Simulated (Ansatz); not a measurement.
# Decaying states in the gap of K2AgCl3, part 2 of 3

A new crystal, K2AgCl3: structure, gap and complex bands. It is built by putting Ag for Na in the K2NaCl3 structure of space group P-3m1, with the volume rescaled by atomic radii. The parent structure comes from the Materials Project.

Ansatz 0.2.0; PBEsol DFT, plane waves, PAW files (the session's first sound run).

So far. Step 2 (Relaxing the new crystal): The largest force component on a free atom ends at 0.0011 eV/Å.

The structure was built from a prototype and need not be the compound's stable phase.

### 3. Band edges

The energy window and the wavevectors of the next steps follow from the band edges, so these are searched first, off the mesh as well.

File input.yaml:

```yaml
crystal:
  lattice:
    - [4.2252421187, 0.0, 0.0]
    - [-2.1126210593, 3.6591670119, 0.0]
    - [0.0, 0.0, 10.1473568373]
  atoms:
    - { symbol: K, position: [0.3333333333, 0.6666666667, 0.6852612614] }
    - { symbol: K, position: [0.6666666667, 0.3333333333, 0.3147387386] }
    - { symbol: Ag, position: [0.0, 0.0, 0.0] }
    - { symbol: Cl, position: [0.3333333333, 0.6666666667, 0.1314983037] }
    - { symbol: Cl, position: [0.6666666667, 0.3333333333, 0.8685016963] }
    - { symbol: Cl, position: [0.0, 0.0, 0.5] }
kpoints:
  mp_grid: { grid: [6, 6, 4] }
  band_path: { path: [VBM, CBM], npoints: 30 }
scf:
  occupations: { method: fixed }
hamiltonian:
  xc: pbesol
output:
  eigenvalues: true
  write_potential: true
  write_density: true
  volumetric_format: npy
  elf: true
```

Run with:

```sh
$ ansatz run input.yaml --threads 2 --pin off --max-ram 4096MiB --backend cpu --events-out ev --progress --plain --runs-dir out
```

Numbers of over 12 decimals in the logs are rounded to 6 here.

Log:

```text
[...]
Crystal: 6 atoms, lattice volume = 156.887 Å³
Basis set: ecut = 420 eV, 3039 PW (Γ)
Bands: 35, of which v1, the nominal top of the filled ones, is band 29 counted from 1 (28 counted from 0)
Symmetry: 12 space group operations
[...]
k-points: 24 of 144
[...]
SCF iter   1: F=—  HF=-13745.177006 eV  |F-HF|=—  |Δ(HF+E_count)|=         —  Δρ=5.22e-3  dr2=5.06e-2  ethr=1.77e-3  ⟨swp⟩=5.0  Hψ=2873  notcnv=0  defer=86
[...]
SCF iter   7: F=-13745.162033 eV  HF=-13745.162033 eV  |F-HF|=1.71e-8  |Δ(HF+E_count)|=   3.08e-7  Δρ=2.68e-6  dr2=1.42e-8  ethr=1.72e-10  ⟨swp⟩=12.2  Hψ=3871  notcnv=0
SCF 1 converged in 7 iterations: F = -13745.162033 eV  dr2 = 1.42e-8
[...]
NSCF: frozen V_eff on 34 k-points
[...]
SCF converged after 7 iterations
Free energy (F): -13745.162033 eV
[...]
Internal energy: -13745.162033 eV  (E = F + TS)
E sigma→0 (E₀):  -13745.162033 eV
Fermi energy:    4.106499 eV
[...]
--- Band table (eV; the first three rows and the last of 24) ---
  k-point 0: bands = [... 25 lower, 2.7026, 2.8164, 4.0968, 4.0968, 6.8133, 8.9775, 9.3299, 10.5102, ... 2 higher]
  k-point 1: bands = [... 25 lower, 2.5962, 2.8246, 4.1017, 4.1017, 6.9603, 8.6841, 9.4193, 10.4171, ... 2 higher]
  k-point 2: bands = [... 25 lower, 2.5669, 2.8275, 4.1065, 4.1065, 7.1428, 8.4096, 9.4639, 10.3895, ... 2 higher]
  k-point 23: bands = [... 25 lower, 2.7886, 2.7886, 3.7857, 3.7857, 9.0481, 10.2039, 10.7517, 10.7517, ... 2 higher]
```

It took 12 s on 2 threads of Arm Neoverse V2, shared host; peak memory 0.44 GiB; 23 s of CPU time.

In the SCF lines HF is the Harris–Foulkes energy and dr2 the Hartree energy of the density residual, in eV; the loop may stop once dr2 is under the threshold and the program's other checks hold. Hψ counts applications of the Hamiltonian.

This step gave:

| Quantity | Value |
| --- | --- |
| Fermi energy | 4.106 eV |
| gap on the k-mesh | 2.707 eV |
| gap on path | 2.707 eV, by band count; negative where bands overlap |
| direct gap on path | 2.717 eV |
| edge places on path | 0, 0.3096 1/A along the path |

The electronic bands at the labelled points (eV, zero at the Fermi level (highest filled level under fixed occupations); v1 is the highest filled band, c1 the lowest empty one):

```
  point     v4     v3     v2     v1    c1    c2    c3    c4
    VBM  -1.54  -1.28   0.00   0.00  3.04  4.30  5.36  6.28
halfway  -1.51  -1.28   0.00   0.00  2.85  4.58  5.31  6.31
    CBM  -1.40  -1.29  -0.01  -0.01  2.71  4.87  5.22  6.40
```

ELF in the ac plane at fractional y = 0.000, with atoms of Ag and Cl within 0.2 Å of it. It is the smooth field of the valence electrons, not physical close to the nuclei.

Ten even steps from '0' (0.01) to '9' (0.86), each cell a mean:
```
87521011001367
54311244311235
22112577641112
10013577652000
00001233321000
00000000000000
00000011000000
21000123200001
76410011100257
99862000003799
99996200037999
47998400169996
68997300158997
99984100026999
98730000001588
54200022100034
00000122100000
00000000000000
00000111110000
00012455542000
11012677742011
33211466521123
66421122211256
97531000001468
```
Columns run along a (4.2 Å), rows up along c (10.1 Å). Atoms in or near the plane, at fractional coordinates: Ag at (0.00, 0.00), Cl at (0.00, 0.50).

Electrostatic potential energy in the ac plane at fractional y = 0.000, with atoms of Ag and Cl within 0.2 Å of it. With pseudopotentials it is smooth inside the atoms' cores, unlike the true potential.

Ten even steps from '_' (-36 eV) to '@' (9 eV), each cell a mean:
```
__..--##@@@@@@@@@@@@%%**::__
--==##%%@@@@@@@@@@@@@@%%**==
%%%%@@@@@@@@@@@@@@@@@@@@@@%%
@@@@@@@@@@@@@@@@@@@@@@@@@@@@
@@@@@@@@@@@@@@@@@@@@@@@@@@@@
@@@@@@@@@@@@@@@@@@@@@@@@@@@@
@@@@@@@@@@@@@@@@@@@@@@@@@@@@
@@@@@@@@@@@@%%%%@@@@@@@@@@@@
@@@@@@@@@@@@@@@@@@@@@@@@@@@@
##%%@@@@@@@@@@@@@@@@@@@@%%%%
..::**@@@@@@@@@@@@@@@@%%==..
____::%%@@@@@@@@@@@@@@**..__
____==%%@@@@@@@@@@@@@@##::__
==++%%@@@@@@@@@@@@@@@@@@##==
@@@@@@@@@@@@@@@@@@@@@@@@@@@@
@@@@@@@@@@@@@@%%@@@@@@@@@@@@
@@@@@@@@@@@@%%%%@@@@@@@@@@@@
@@@@@@@@@@@@@@@@@@@@@@@@@@@@
@@@@@@@@@@@@@@@@@@@@@@@@@@@@
@@@@@@@@@@@@@@@@@@@@@@@@@@@@
@@@@@@@@@@@@@@@@@@@@@@@@@@@@
**##%%@@@@@@@@@@@@@@@@@@%%**
..::++%%@@@@@@@@@@@@@@##==::
____--**@@@@@@@@@@@@%%++::__
```
Columns run along a (4.2 Å; values clipped at the 3rd and 97th percentile), rows up along c (10.1 Å). Atoms in or near the plane, at fractional coordinates: Ag at (0.00, 0.00), Cl at (0.00, 0.50).

Valence density in the ac plane at fractional y = 0.000, with atoms of Ag and Cl within 0.2 Å of it. It is the smooth field of the valence electrons, not physical close to the nuclei.

Values in e/Å³, 24 rows by 14 columns, each cell a mean:
```
14  9  3  1  0  0  0  0  0  0  0  1  5 11
 3  2  1  0  0  0  0  0  0  0  0  0  1  3
 0  0  0  0  0  0  0  0  0  0  0  0  0  0
 0  0  0  0  0  0  0  0  0  0  0  0  0  0
 0  0  0  0  0  0  0  0  0  0  0  0  0  0
 0  0  0  0  0  0  0  0  0  0  0  0  0  0
 0  0  0  0  0  0  0  0  0  0  0  0  0  0
 0  0  0  0  0  0  0  0  0  0  0  0  0  0
 0  0  0  0  0  0  0  0  0  0  0  0  0  0
 1  1  0  0  0  0  0  0  0  0  0  0  0  1
 2  1  1  0  0  0  0  0  0  0  0  1  1  2
 0  1  1  1  0  0  0  0  0  0  0  1  2  1
 1  2  1  1  0  0  0  0  0  0  0  1  2  1
 1  1  1  0  0  0  0  0  0  0  0  0  1  1
 0  0  0  0  0  0  0  0  0  0  0  0  0  0
 0  0  0  0  0  0  0  0  0  0  0  0  0  0
 0  0  0  0  0  0  0  0  0  0  0  0  0  0
 0  0  0  0  0  0  0  0  0  0  0  0  0  0
 0  0  0  0  0  0  0  0  0  0  0  0  0  0
 0  0  0  0  0  0  0  0  0  0  0  0  0  0
 0  0  0  0  0  0  0  0  0  0  0  0  0  0
 1  1  0  0  0  0  0  0  0  0  0  0  0  1
 8  5  2  0  0  0  0  0  0  0  0  1  3  6
18 12  4  1  0  0  0  0  0  0  0  2  7 15
```
Columns run along a (4.2 Å), rows up along c (10.1 Å). Atoms in or near the plane, at fractional coordinates: Ag at (0.00, 0.00), Cl at (0.00, 0.50).

The searched edges give 2.71 eV, as on the mesh.

### 4. Decaying states in the gap

This step: PBEsol DFT, plane waves, PAW files; complex bands by layer matching along the plane's normal (Ansatz 0.2.0).

The same crystal is laid in a cell whose first two vectors span the (001) plane (indices of the standard conventional cell, whose axes can be ordered otherwise than in the bulk input). At fixed energy and wavevector in the plane the solver finds all kz, real and complex. A few wavevectors are listed, (0, 0) and (0.5, 0) in units of the plane's reciprocal vectors; the slowest state needn't be among them.

File input.yaml:

```yaml
crystal:
  lattice:
    - [4.225242119, 0.0, 0.0]
    - [2.112621059, 3.659167012, 0.0]
    - [0.0, 0.0, 10.147356837]
  atoms:
    - { symbol: K, position: [0.6666666667, 0.6666666667, 0.6852612614] }
    - { symbol: K, position: [0.3333333333, 0.3333333333, 0.3147387386] }
    - { symbol: Ag, position: [0.0, 0.0, 0.0] }
    - { symbol: Cl, position: [0.6666666667, 0.6666666667, 0.1314983037] }
    - { symbol: Cl, position: [0.3333333333, 0.3333333333, 0.8685016963] }
    - { symbol: Cl, position: [0.0, 0.0, 0.5] }
kpoints:
  mp_grid: { grid: [6, 6, 4] }
scf:
  occupations: { method: fixed }
hamiltonian:
  xc: pbesol
output:
  eigenvalues: true
  transmission:
    leads: [[0, 0]]
    kpoints: [[0.0, 0.0], [0.5, 0.0]]
    e_range: [-1.0, 3.71]
    de: 0.08
```

Log:

```text
[...]
Crystal: 6 atoms, lattice volume = 156.887 Å³
Basis set: ecut = 420 eV, 3039 PW (Γ)
Bands: 35, of which v1, the nominal top of the filled ones, is band 29 counted from 1 (28 counted from 0)
Symmetry: 12 space group operations
[...]
k-points: 24 of 144
[...]
SCF iter   1: F=—  HF=-13745.177002 eV  |F-HF|=—  |Δ(HF+E_count)|=         —  Δρ=5.22e-3  dr2=5.06e-2  ethr=1.77e-3  ⟨swp⟩=5.0  Hψ=2874  notcnv=0  defer=86
[...]
SCF iter   7: F=-13745.162033 eV  HF=-13745.162033 eV  |F-HF|=1.73e-8  |Δ(HF+E_count)|=   3.10e-7  Δρ=2.70e-6  dr2=1.44e-8  ethr=1.72e-10  ⟨swp⟩=12.1  Hψ=3874  notcnv=0
SCF 1 converged in 7 iterations: F = -13745.162033 eV  dr2 = 1.44e-8
[...]
transmission: 13 of 26 steps passed
transmission: 26 of 26 steps passed
SCF converged after 7 iterations
Free energy (F): -13745.162033 eV
[...]
Internal energy: -13745.162033 eV  (E = F + TS)
E sigma→0 (E₀):  -13745.162033 eV
Fermi energy:    4.106499 eV
[...]
--- Band table (eV; the first three rows and the last of 24) ---
  k-point 0: bands = [... 25 lower, 2.7026, 2.8164, 4.0968, 4.0968, 6.8133, 8.9775, 9.3299, 10.5102, ... 2 higher]
  k-point 1: bands = [... 25 lower, 2.5962, 2.8246, 4.1017, 4.1017, 6.9603, 8.6841, 9.4193, 10.4171, ... 2 higher]
  k-point 2: bands = [... 25 lower, 2.5669, 2.8275, 4.1065, 4.1065, 7.1428, 8.4096, 9.4639, 10.3895, ... 2 higher]
  k-point 23: bands = [... 25 lower, 2.7886, 2.7886, 3.7857, 3.7857, 9.0481, 10.2039, 10.7517, 10.7517, ... 2 higher]
--- Transmission ---
  basis      : 139 plane waves across, 13 finite elements along
  points     : 2, as listed
  energies   : 59 from -1.000000 to 3.640000 eV about the Fermi level, 0.080000 eV apart; the leads are filled to 1.353424 eV, and channels, transmission and decay are at 1.320000 eV
  crystal 0  : K2Cl3Ag1, at the sites [0, 0], period 10.1474 Å: whole cells are its period
    offset         : up to 0.0000 Å between an atom of the period and one for which it stands
    channels       : 0.000000e0 a spin
    conductance    : none, the energies end too early or step too widely for 300 K: set another output.transmission.e_range or a lower de, or, where they end at an eighth of basis.ecutwfc, a higher one
    slowest decay  : 0.3347 /Å at (0.0000, 0.0000)
```

The job ended after 21 s (2 threads; peak memory 0.5 GiB; 28 s of CPU time).

Numbers from this step:

```
level to which the leads are filled                       : 1.353 eV from the Fermi level
decay constant at the filling level, zone centre          : 0.3347 Å⁻¹
decay constant at the filling level, slowest listed point : 0.3347 Å⁻¹
```

K parallel (0, 0); values up to 1.5 1/Å, a degenerate pair printed once or twice; energies at which all values exceed this have no row. Table of Im kz of the slowest decaying states by energy, zero at the highest filled level on the SCF mesh:

```csv
energy (eV),decay 1 (Å⁻¹),decay 2 (Å⁻¹),decay 3 (Å⁻¹),decay 4 (Å⁻¹)
-1.0000,0.244,0.424,0.817,1.02
-0.7600,0.286,0.459,0.857,1.02
-0.5200,0.315,0.465,0.874,1.02
-0.2800,0.335,0.437,0.881,1.01
-0.0400,0.259,0.349,0.883,1.00
0.2800,0.358,0.493,0.879,0.991
0.5200,0.360,0.568,0.873,0.982
0.7600,0.357,0.617,0.866,0.973
1.0000,0.350,0.653,0.856,0.964
1.2400,0.339,0.681,0.846,0.954
1.4800,0.324,0.702,0.834,0.944
1.7200,0.303,0.719,0.821,0.934
1.9600,0.275,0.732,0.807,0.924
2.2800,0.221,0.744,0.786,0.910
2.5200,0.155,0.749,0.769,0.899
2.7600,0.751,0.751,0.888,1.17
3.0000,0.731,0.750,0.877,1.39
3.2400,0.117,0.710,0.746,0.866
3.4800,0.144,0.688,0.739,0.855
```

K parallel (0.5, 0); values up to 1.5 1/Å, a degenerate pair printed once or twice; energies at which all values exceed this have no row. Table of Im kz of the slowest decaying states by energy, zero at the highest filled level on the SCF mesh:

| energy (eV) | decay 1 (Å⁻¹) | decay 2 (Å⁻¹) | decay 3 (Å⁻¹) | decay 4 (Å⁻¹) |
| --- | --- | --- | --- | --- |
| -1.00 | 0.421 | 0.630 | 0.685 | 0.746 |
| -0.84 | 0.436 | 0.640 | 0.709 | 0.722 |
| -0.60 | 0.438 | 0.637 | 0.675 | 0.737 |
| -0.44 | 0.386 | 0.620 | 0.637 | 0.752 |
| -0.28 | 0.400 | 0.581 | 0.602 | 0.766 |
| -0.04 | 0.399 | 0.575 | 0.580 | 0.785 |
| 0.12 | 0.578 | 0.599 | 0.618 | 0.797 |
| 0.28 | 0.580 | 0.644 | 0.669 | 0.809 |
| 0.52 | 0.584 | 0.665 | 0.732 | 0.827 |
| 0.68 | 0.587 | 0.673 | 0.762 | 0.840 |
| 0.84 | 0.589 | 0.678 | 0.786 | 0.854 |
| 1.08 | 0.592 | 0.681 | 0.815 | 0.878 |
| 1.24 | 0.593 | 0.680 | 0.830 | 0.900 |
| 1.40 | 0.593 | 0.678 | 0.843 | 0.934 |
| 1.56 | 0.592 | 0.675 | 0.855 | 1.01 |
| 1.80 | 0.590 | 0.668 | 0.868 | 0.984 |
| 1.96 | 0.588 | 0.662 | 0.875 | 0.969 |
| 2.12 | 0.585 | 0.655 | 0.881 | 0.955 |
| 2.36 | 0.579 | 0.643 | 0.888 | 0.932 |
| 2.52 | 0.575 | 0.634 | 0.865 | 0.891 |
| 2.68 | 0.569 | 0.624 | 0.819 | 0.893 |
| 2.92 | 0.559 | 0.607 | 0.768 | 0.895 |
| 3.08 | 0.550 | 0.594 | 0.737 | 0.895 |
| 3.24 | 0.541 | 0.580 | 0.708 | 0.893 |
| 3.48 | 0.524 | 0.558 | 0.665 | 0.890 |
| 3.64 | 0.510 | 0.541 | 0.635 | 0.887 |

At +1.32 eV, the grid energy nearest the filling level (the middle of the gap on the SCF mesh), the slowest state at the listed wavevectors decays with κ = 0.335 Å⁻¹, its amplitude falling by e over 3.0 Å. Through 1 nm of this crystal that state's transmission falls by exp(−2 × 0.335 Å⁻¹ × 10 Å) = 0.0012.

### 5. Decay over the two-dimensional zone

The listed points could miss the slowest state, so one energy near mid-gap is solved on a mesh of 12×12.

Changes to input.yaml since step 4:

```diff
@@ -20,6 +20,2 @@
   eigenvalues: true
-  transmission:
-    leads: [[0, 0]]
-    kpoints: [[0.0, 0.0], [0.5, 0.0]]
-    e_range: [-1.0, 3.71]
-    de: 0.08
+  transmission: { leads: [[0, 0]], kmesh: [12, 12], e_range: [1.35, 1.36], de: 0.05 }
```

Log:

```text
[...]
Crystal: 6 atoms, lattice volume = 156.887 Å³
Basis set: ecut = 420 eV, 3039 PW (Γ)
Bands: 35, of which v1, the nominal top of the filled ones, is band 29 counted from 1 (28 counted from 0)
Symmetry: 12 space group operations
[...]
k-points: 24 of 144
[...]
SCF iter   1: F=—  HF=-13745.177002 eV  |F-HF|=—  |Δ(HF+E_count)|=         —  Δρ=5.22e-3  dr2=5.06e-2  ethr=1.77e-3  ⟨swp⟩=5.0  Hψ=2874  notcnv=0  defer=86
[...]
SCF iter   7: F=-13745.162033 eV  HF=-13745.162033 eV  |F-HF|=1.73e-8  |Δ(HF+E_count)|=   3.10e-7  Δρ=2.70e-6  dr2=1.44e-8  ethr=1.72e-10  ⟨swp⟩=12.1  Hψ=3874  notcnv=0
SCF 1 converged in 7 iterations: F = -13745.162033 eV  dr2 = 1.44e-8
[...]
transmission: 52 of 247 steps passed
transmission: 104 of 247 steps passed
[...]
transmission: 247 of 247 steps passed
SCF converged after 7 iterations
Free energy (F): -13745.162033 eV
[...]
Internal energy: -13745.162033 eV  (E = F + TS)
E sigma→0 (E₀):  -13745.162033 eV
Fermi energy:    4.106499 eV
[...]
--- Band table (eV; the first three rows and the last of 24) ---
  k-point 0: bands = [... 25 lower, 2.7026, 2.8164, 4.0968, 4.0968, 6.8133, 8.9775, 9.3299, 10.5102, ... 2 higher]
  k-point 1: bands = [... 25 lower, 2.5962, 2.8246, 4.1017, 4.1017, 6.9603, 8.6841, 9.4193, 10.4171, ... 2 higher]
  k-point 2: bands = [... 25 lower, 2.5669, 2.8275, 4.1065, 4.1065, 7.1428, 8.4096, 9.4639, 10.3895, ... 2 higher]
  k-point 23: bands = [... 25 lower, 2.7886, 2.7886, 3.7857, 3.7857, 9.0481, 10.2039, 10.7517, 10.7517, ... 2 higher]
--- Transmission ---
  basis      : 139 plane waves across, 13 finite elements along
  points     : 19, standing for a mesh of 12 x 12
  energies   : 1 from 1.350000 to 1.350000 eV about the Fermi level; the leads are filled to 1.353424 eV, and channels, transmission and decay are at 1.350000 eV
  crystal 0  : K2Cl3Ag1, at the sites [0, 0], period 10.1474 Å: whole cells are its period
[...]
channels       : 0.000000e0 a spin
    conductance    : none, crystal 0 has no channel at the energies, or these end too early or step too widely for 300 K: set another output.transmission.e_range or a lower de, or, where they end at an eighth of basis.ecutwfc, a higher one
    slowest decay  : 0.3328 /Å at (0.0000, 0.0000)
```

Wall time 14 s (2 threads); peak memory 0.56 GiB; 27 s of CPU time.

This step gave:

```
least decay constant on the mesh : 0.3328 Å⁻¹
```

Slowest decay constant (1/Å; 0 where a channel is open) over k1 and k2. At 1.3500 eV from the Fermi level.

Ten even steps from '0' (0.333) to '9' (0.756):
```
668866666666
789876656566
888865555556
767665323566
666552002556
666530003566
665520025566
766532356676
865555556888
766565667898
666666666886
667876667876
```
Columns: k1 (b1) from -0.5 to 0.417; rows upwards: k2 (b2) from -0.5 to 0.417.

The least value on the mesh is 0.333 Å⁻¹ at +1.35 eV. At that energy the listed points give about 0.333 Å⁻¹ by interpolation, so the mesh holds no clearly slower state.

### 6. Band edges at another level

This step: LDA DFT, plane waves, PAW files (Ansatz 0.2.0).

The edges again with LDA, at the same atoms.

File input.yaml:

```yaml
crystal:
  lattice:
    - [4.2252421187, 0.0, 0.0]
    - [-2.1126210593, 3.6591670119, 0.0]
    - [0.0, 0.0, 10.1473568373]
  atoms:
    - { symbol: K, position: [0.3333333333, 0.6666666667, 0.6852612614] }
    - { symbol: K, position: [0.6666666667, 0.3333333333, 0.3147387386] }
    - { symbol: Ag, position: [0.0, 0.0, 0.0] }
    - { symbol: Cl, position: [0.3333333333, 0.6666666667, 0.1314983037] }
    - { symbol: Cl, position: [0.6666666667, 0.3333333333, 0.8685016963] }
    - { symbol: Cl, position: [0.0, 0.0, 0.5] }
kpoints:
  mp_grid: { grid: [6, 6, 4] }
  band_path: { path: [VBM, CBM], npoints: 30 }
scf:
  occupations: { method: fixed }
hamiltonian:
  xc: lda
output:
  eigenvalues: true
```

Log:

```text
[...]
Crystal: 6 atoms, lattice volume = 156.887 Å³
Basis set: ecut = 420 eV, 3039 PW (Γ)
Bands: 35, of which v1, the nominal top of the filled ones, is band 29 counted from 1 (28 counted from 0)
Symmetry: 12 space group operations
[...]
k-points: 24 of 144
[...]
SCF iter   1: F=—  HF=-13591.381838 eV  |F-HF|=—  |Δ(HF+E_count)|=         —  Δρ=8.61e-3  dr2=1.12e-1  ethr=1.77e-3  ⟨swp⟩=4.9  Hψ=2867  notcnv=0  defer=85
[...]
SCF iter   7: F=-13591.345698 eV  HF=-13591.345698 eV  |F-HF|=7.66e-9  |Δ(HF+E_count)|=   9.31e-8  Δρ=3.90e-6  dr2=3.68e-8  ethr=1.72e-10  ⟨swp⟩=11.5  Hψ=3605  notcnv=0
SCF 1 converged in 7 iterations: F = -13591.345698 eV  dr2 = 3.68e-8
[...]
SCF converged after 7 iterations
Free energy (F): -13591.345698 eV
[...]
Internal energy: -13591.345698 eV  (E = F + TS)
E sigma→0 (E₀):  -13591.345698 eV
Fermi energy:    3.879535 eV
[...]
--- Band table (eV; the first three rows and the last of 24) ---
  k-point 0: bands = [... 25 lower, 2.5127, 2.5657, 3.8688, 3.8688, 6.4285, 8.6308, 8.9185, 10.1101, ... 2 higher]
  k-point 1: bands = [... 25 lower, 2.4065, 2.5761, 3.8742, 3.8742, 6.5865, 8.2982, 9.0425, 10.0293, ... 2 higher]
  k-point 2: bands = [... 25 lower, 2.3762, 2.5783, 3.8795, 3.8795, 6.7859, 8.0018, 9.0980, 10.0039, ... 2 higher]
  k-point 23: bands = [... 25 lower, 2.5390, 2.5390, 3.5547, 3.5547, 8.7092, 9.8335, 10.3559, 10.3559, ... 2 higher]
```

The job ended after 12 s (2 threads; peak memory 0.42 GiB; 23 s of CPU time).

This step gave:

| Quantity | Value |
| --- | --- |
| free energy | -13591.3457 eV |
| Fermi energy | 3.880 eV |
| gap on the k-mesh | 2.549 eV |
| gap on path | 2.549 eV, by band count; negative where bands overlap |
| direct gap on path | 2.560 eV |

The electronic bands at the labelled points (eV, zero at the Fermi level (highest filled level under fixed occupations); v1 is the highest filled band, c1 the lowest empty one):

| point | v4 | v3 | v2 | v1 | c1 | c2 | c3 | c4 |
| --- | --- | --- | --- | --- | --- | --- | --- | --- |
| VBM | -1.50 | -1.30 | 0.00 | 0.00 | 2.91 | 4.12 | 5.22 | 6.12 |
| halfway | -1.47 | -1.30 | -0.01 | -0.01 | 2.71 | 4.42 | 5.16 | 6.15 |
| CBM | -1.37 | -1.31 | -0.01 | -0.01 | 2.55 | 4.75 | 5.04 | 6.23 |

The searched edges give 2.55 eV, as on the mesh.

Between step 3 and this run (LDA) the value for the gap on the k-mesh moves from 2.71 eV to 2.55 eV.

(Part 2 of 3 ends here.)

[Logs are printed without paths, hosts, clocks, repeated set-up lines and the standing remarks that a program may print on its own settings, such as how far it seeks lower states.]

[Hosts, paths, dates, database ids (printed as entryN), source tags and the programs' standing remarks are cut or masked in the printed files.]

[New means built here by substitution; the compound itself may be known and measured.]
